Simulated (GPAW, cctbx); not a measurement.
## Reading charge transfer from structure factors

Rb2ScSe2, Ibam (no. 72), a = 7.7425 Å, b = 13.8630 Å, c = 6.8152 Å, α = 90.00°, β = 90.00°, γ = 90.00°.

| atom | mult. | x | y | z |
| --- | --- | --- | --- | --- |
| Rb1 | 8 | 0.6464 | 0.1507 | 1/2 |
| Se1 | 8 | 0.3068 | 0.4000 | 0 |
| Sc1 | 4 | 0 | 0 | 3/4 |

The cell comes from substitution in a known structure type and wasn't matched to any measured phase.

Absolute values of the static structure factors of the conventional cell from DFT (PBE, GPAW) against free spherical atoms, in electrons:

| hkl | d (Å) | free atoms | crystal |
| --- | --- | --- | --- |
| 020 | 6.931 | 69.24 | 70.51 |
| 110 | 6.760 | 51.67 | 52.84 |
| 121 | 4.116 | 18.26 | 20.31 |
| 130 | 3.968 | 195.45 | 195.64 |
| 200 | 3.871 | 182.16 | 183.57 |
| 040 | 3.466 | 327.38 | 328.38 |
| 002 | 3.408 | 422.41 | 424.11 |
| 220 | 3.380 | 33.43 | 33.26 |
| 211 | 3.271 | 286.96 | 287.65 |
| 022 | 3.058 | 72.84 | 72.74 |

**Question.** Which way does charge move, and which reflections show it best?

Project each element's phase sum on the total phase. |F| rises if density moves to atoms that scatter in phase and falls if it moves to atoms that scatter against it; the rule is for low angles, since changes of shape take over beyond. Where all elements are in phase the terms compete, and the compactness of the donor's and the acceptor's density matters too.

| hkl | Rb in phase | Se in phase | Sc in phase | change (e) | (%) |
| --- | --- | --- | --- | --- | --- |
| 020 | -2.5 | +2.5 | +4.0 | +1.27 | +1.8 |
| 110 | -2.8 | +2.3 | +4.0 | +1.17 | +2.3 |
| 121 | -6.0 | +7.1 | 0.0 | +2.05 | +11.2 |
| 130 | +4.6 | -0.9 | +4.0 | +0.19 | +0.1 |
| 200 | +2.1 | +6.0 | -4.0 | +1.42 | +0.8 |
| 040 | +6.4 | +6.5 | -4.0 | +1.00 | +0.3 |
| 002 | +8.0 | +8.0 | -4.0 | +1.70 | +0.4 |
| 220 | +0.7 | -1.9 | +4.0 | -0.18 | -0.5 |

Low-angle reflections that set elements apart and change by more than 0.05 e: 020, 110, 121, 130, 200, 040, 002 and 220. The signs fit a gain of density on Se and a loss on Rb and Sc, apart from 130. The best witness is 121, +11.2 %, where Se enters with +7.1. The real-space density agrees: Voronoi charges Rb +0.33, Se -0.40, Sc +0.14 e. The shortest bond, Se–Sc, has Δρ = +0.07 e/Å³ at its midpoint.
